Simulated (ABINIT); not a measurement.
# BaLiF3 (Pm-3m): a self-consistent loop beyond G0W0, cycle by cycle, part 2 of 2

Wanted: G0W0 and self-consistent gaps of BaLiF3 (Pm-3m), with the cost of the cycles.

ABINIT 10.8.3; LDA and many-body steps on it, plane waves. Known limits of the many-body steps: not at the basis limit; no spin-orbit coupling; coarse k mesh.

So far. Step 10 (evGW, cycle 1): Against G0W0 in ABINIT (2×2×2 mesh, 59 bands, screening to 106.1 eV, Godby-Needs plasmon pole), the gap moves by +1.321 eV. Step 13 (evGW, cycle 2): Against the cycle before, the gap moves by +0.115 eV.

## Step 16: evGW, cycle 3

This step: evGW on LDA, plane waves, norm-conserving pseudopotentials.

File run.abi:

```
acell 3*1.0 Angstrom
rprim 
  3.988581640000 0.000000000000 0.000000000000
  0.000000000000 3.988581640000 0.000000000000
  0.000000000000 0.000000000000 3.988581640000
ntypat 3
znucl 56 3 9
natom 5
typat 1 2 3 3 3
xred 
  0.000000000000 0.000000000000 0.000000000000
  0.500000000000 0.500000000000 0.500000000000
  0.000000000000 0.500000000000 0.500000000000
  0.500000000000 0.500000000000 0.000000000000
  0.500000000000 0.000000000000 0.500000000000
pp_dirpath "pseudos"
pseudos "Ba.upf, Li.upf, F.upf"
ecut 36
ngkpt 2 2 2
nshiftk 1
shiftk 0 0 0
kptopt 1
chksymbreak 0
istwfk *1
occopt 1
irdwfk 1
optdriver 4
nband 59
gwcalctyp 10
ecutsigx 36
symsigma 1
nkptgw 4
kptgw 
  0.0000000000 0.0000000000 0.0000000000
  0.5000000000 0.0000000000 0.0000000000
  0.5000000000 0.5000000000 0.0000000000
  0.5000000000 0.5000000000 0.5000000000
bdgw 
  6 26
  6 26
  6 26
  6 26
ecuteps 3.9
irdscr 1
ppmodel 1
irdqps 1
indata_prefix "in"
outdata_prefix "out"
tmpdata_prefix "tmp"
```

On the command line:

```
$ OMP_NUM_THREADS=1 mpirun -n 4 abinit run.abi > log
```

The job ended after 31 s (4 MPI ranks of Arm Neoverse N1, shared host; peak memory 1.1 GiB).

This step gave:

```yaml
quasiparticle_gap_on_the_mesh: 11.46 eV
gap_of_the_density_functional_on_the_mesh: 6.550 eV
k_of_the_valence_top: 0, 0, 0
k_of_the_conduction_bottom: 0, 0, 0
least_direct_quasiparticle_gap_on_the_computed_points: 11.46 eV
```

Against the cycle before, the gap moves by +0.015 eV.

## Step 17: Screening, 2×2×2 mesh, 59 bands, screening to 106.1 eV

This step: RPA screening on LDA, plane waves, norm-conserving pseudopotentials.

Changes to run.abi since step 16:

```diff
@@ -26,22 +26,13 @@
 irdwfk 1
-optdriver 4
+optdriver 3
 nband 59
+ecuteps 3.9
+inclvkb 2
+awtr 1
+symchi 1
 gwcalctyp 10
-ecutsigx 36
-symsigma 1
-nkptgw 4
-kptgw 
-  0.0000000000 0.0000000000 0.0000000000
-  0.5000000000 0.0000000000 0.0000000000
-  0.5000000000 0.5000000000 0.0000000000
-  0.5000000000 0.5000000000 0.5000000000
-bdgw 
-  6 26
-  6 26
-  6 26
-  6 26
-ecuteps 3.9
-irdscr 1
-ppmodel 1
-irdqps 1
+mbpt_sciss 5.119 eV
+nqptdm 1
+qptdm 
+  0 0 0
 indata_prefix "in"
```

The job ended after 8 s (4 MPI ranks; peak memory 0.51 GiB).

This step gave:

```
ε∞ with local fields, on this mesh, along the program's q direction : 2.215
the same without local fields                                       : 2.349
plasma frequency                                                    : 27.18 eV
plane waves in the screening matrix                                 : 171
```

This screening uses the functional's bands under a rigid shift, the mean opening of the cycle before.

## Step 18: Screening, 2×2×2 mesh, 59 bands, screening to 106.1 eV

This step: RPA screening on LDA from quasiparticle energies, plane waves, norm-conserving pseudopotentials.

Changes to run.abi since step 17:

```diff
@@ -32,7 +32,9 @@
 symchi 1
+irdqps 1
 gwcalctyp 10
-mbpt_sciss 5.119 eV
-nqptdm 1
+nqptdm 3
 qptdm 
-  0 0 0
+  0.5000000000 0.0000000000 0.0000000000
+  0.5000000000 0.5000000000 0.0000000000
+  0.5000000000 0.5000000000 0.5000000000
 indata_prefix "in"
```

File mrgscr.stdin:

```
2
merged
q0_SCR
out_SCR
1
```

On the command line:

```
$ OMP_NUM_THREADS=1 mpirun -n 4 abinit run.abi > log; mrgscr < mrgscr.stdin
```

Elapsed: 6.6 s, on 4 MPI ranks; peak memory 0.46 GiB.

Numbers from this step:

| Quantity | Value |
| --- | --- |
| plasma frequency | 27.18 eV |
| plane waves in the screening matrix | 171 |

This screening reads the quasiparticle levels of the cycle before.

## Step 19: evGW, cycle 4

This step: evGW on LDA, plane waves, norm-conserving pseudopotentials.

Changes to run.abi since step 18:

```diff
@@ -26,12 +26,10 @@
 irdwfk 1
-optdriver 3
+optdriver 4
 nband 59
-ecuteps 3.9
-inclvkb 2
-awtr 1
-symchi 1
-irdqps 1
 gwcalctyp 10
-nqptdm 3
-qptdm 
+ecutsigx 36
+symsigma 1
+nkptgw 4
+kptgw 
+  0.0000000000 0.0000000000 0.0000000000
   0.5000000000 0.0000000000 0.0000000000
@@ -39,2 +37,11 @@
   0.5000000000 0.5000000000 0.5000000000
+bdgw 
+  6 26
+  6 26
+  6 26
+  6 26
+ecuteps 3.9
+irdscr 1
+ppmodel 1
+irdqps 1
 indata_prefix "in"
```

On the command line:

```
$ OMP_NUM_THREADS=1 mpirun -n 4 abinit run.abi > log
```

Elapsed: 31 s, on 4 MPI ranks; peak memory 1.1 GiB; 2 min of CPU time.

This step gave:

| Property | Result |
| --- | --- |
| quasiparticle gap on the mesh | 11.46 eV |
| gap of the density functional on the mesh | 6.550 eV |
| k of the valence top | 0, 0, 0 |
| k of the conduction bottom | 0, 0, 0 |
| least direct quasiparticle gap on the computed points | 11.46 eV |

Against the cycle before, the gap moves by +0.001 eV.

## Step 20: The runs together

Times are wall times on 4 MPI ranks of Arm Neoverse N1, shared host, good to a factor of about two. A run's time includes the screening step that it read.

```
           run   mesh  bands  screening cutoff (eV)  DFT gap (eV)  gap on the mesh (eV)  direct (eV)  ε∞ used  time
          G0W0  2×2×2     59                  106.1         6.550                10.007       10.007     2.68  16 s
evGW0, cycle 1  2×2×2     59                  106.1         6.550                10.638       10.638     2.68  41 s
evGW0, cycle 2  2×2×2     59                  106.1         6.550                10.513       10.513     2.68  41 s
evGW0, cycle 3  2×2×2     59                  106.1         6.550                10.512       10.512     2.68  41 s
 evGW, cycle 1  2×2×2     59                  106.1         6.550                11.328       11.328     2.28  45 s
 evGW, cycle 2  2×2×2     59                  106.1         6.550                11.443       11.443     2.22  45 s
 evGW, cycle 3  2×2×2     59                  106.1         6.550                11.458       11.458     2.22  45 s
 evGW, cycle 4  2×2×2     59                  106.1         6.550                11.459       11.459     2.21  45 s
```

## Step 21: What came out

```yaml
g0w0: 10.007 eV
evgw0_cycle_1: 10.638 eV
evgw0_cycle_2: 10.513 eV
evgw0_cycle_3: 10.512 eV
evgw_cycle_1: 11.328 eV
evgw_cycle_2: 11.443 eV
evgw_cycle_3: 11.458 eV
evgw_cycle_4: 11.459 eV
known_limits: not at the basis limit; no spin-orbit coupling; coarse k mesh
```

What this shows: Only the bands that the input lists are updated; the others, empty or deep, keep the functional's energies or take a rigid shift. The evGW loop starts from the last levels of evGW0, so its cycles and time come on top of those. evGW0 ends at 10.51 eV, +0.51 eV from G0W0, after 3 cycles that took 91 s beside the first screening; the last moved the gap by 0.001 eV. evGW ends at 11.46 eV, +1.45 eV from G0W0, after 4 cycles that took 3 min beside the first screening; the last moved the gap by 0.001 eV. The first cycle of evGW0 takes the full correction, without the factor Z, so it overshoots the one-shot value. Bands and cutoff are finite, so the gap is not at the basis limit. The miss can reach some tenths of an eV and take either sign; the mesh is an error of its own. The 2×2×2 mesh is coarse for this cell, which bears on the long-range parts of exchange and screening. This is the ideal cubic cell; many perovskites, halides above all, are cubic only on average, and local tilts or off-centring can widen the gap. In the updated screening the q = 0 part is built from Kohn-Sham bands under a rigid shift, the other q from the quasiparticle levels. The many-body steps are scalar-relativistic: spin-orbit coupling is not in them.

[Paths, hosts, dates, memory and timing lines, banners, echoed tables and standing remarks are left out of the program output.]

[Logs are printed without paths, hosts, clocks, repeated set-up lines and the standing remarks that a program may print on its own settings, such as how far it seeks lower states.]

[Runs of the session that timed out or met a known fault of the program may be left out.]

[Hosts, paths, dates, database ids (printed as entryN), source tags and the programs' standing remarks are cut or masked in the printed files.]

[G0W0 gaps are taken among the corrected bands and points alone; a level outside them can change the order at an edge.]

[Where Ansatz stands beside ABINIT at settings called matched, ABINIT's density can come from a denser mesh and the files from another edition; pairs whose starting gaps differed by over 0.03 eV were left out, so agreement reads better than it is.]
